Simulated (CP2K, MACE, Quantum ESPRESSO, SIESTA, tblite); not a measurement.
# Bulk modulus two ways: rock-salt TiC, an end member of the NbC–TiC series (64 atoms), QE, PBE

The cell holds 64 atoms (32 Ti and 32 C). Recipe: rock-salt NbC, 2 x 2 x 2 conventional cells, 32 of 32 Nb sites given to Ti at random (x = 1.000), lattice by Vegard's rule (a = 4.328 Å); not relaxed, displaced by a Gaussian of 0.02 Å. Then the atoms were relaxed with MACE MP-0b3 medium in the fixed cell.

Calculated with Quantum ESPRESSO 7.5: PBE; plane waves, SSSP efficiency, 60/480 Ry; k-points Γ. The cell is scaled evenly by ±3 % in volume, with fractional positions held.

| volume (Å³/atom) | energy less the middle row's (meV/atom) | pressure (GPa) |
| --- | --- | --- |
| 9.8298 | 5.793 | 6.998 |
| 10.134 | 0.000 | -0.856 |
| 10.438 | 7.911 | -7.529 |

Task: Find the bulk modulus at the middle volume from the pressures and from the energies, and check the printed pressure against the slope of the energy (1 meV/Å³ = 0.16022 GPa).

**Working.**

The step is h = 0.3040 Å³. From pressures: B = −V dP/dV = 10.134 × (6.998 − (-7.529)) / (2 × 0.3040) = 242 GPa.

From energies: B = V d²E/dV² = 10.134 × (5.793 + (7.911)) / 0.3040² = 1503 meV/Å³ = 241 GPa.

Slope: P = −dE/dV = −(7.911 − (5.793)) / (2 × 0.3040) = -3.48 meV/Å³ = -0.56 GPa, against -0.86 GPa printed.

The two moduli agree within 1 %.

A central difference over ±3 % overstates P by about B(1 + B′)(0.03)²/6, some 0.18 GPa for B′ = 4. A stress printed at a finite cutoff holds the number of plane waves fixed and tends to come out low, which is the sign found here.

Limits: three points, a static cell at zero temperature, the cell shape held; the modulus is that at -0.9 GPa, not at zero pressure.

[Hosts, paths, dates, database ids (printed as entryN), source tags and the programs' standing remarks are cut or masked in the printed files.]
